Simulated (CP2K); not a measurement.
The O K edge of butanone was computed by TDDFT (CP2K XAS_TDP, aug-cc-pVDZ, TDA) at these levels: BHandHLYP, PBEh(45%) and PBEh(45%) + GW2X. The first three lines of O5 (bonded to C) with a strength over 0.0015, energy in eV and strength:

| run | first | second | third |
| --- | --- | --- | --- |
| 1 | 531.39 (0.044) | 536.81 (0.002) | 538.04 (0.002) |
| 2 | 526.50 (0.045) | 531.92 (0.002) | 533.15 (0.002) |
| 3 | 528.87 (0.046) | 534.65 (0.003) | 536.58 (0.002) |

Q: Which run is which?

Run 1: PBEh(45%) + GW2X (45 % exact exchange). Run 2: PBEh(45%) (45 % exact exchange). Run 3: BHandHLYP (50 % exact exchange). Self-interaction lifts the core level, so the uncorrected lines rise with the share of exact exchange. The GW2X run keeps the spacings of its parent: 5.42 eV between the first two lines in run 1, 5.42 eV in run 2. Its shift is +4.89 eV, since the Kohn–Sham level at this share of exchange lies that far above the quasiparticle level.

[Hosts, paths, dates, database ids (printed as entryN), source tags and the programs' standing remarks are cut or masked in the printed files.]
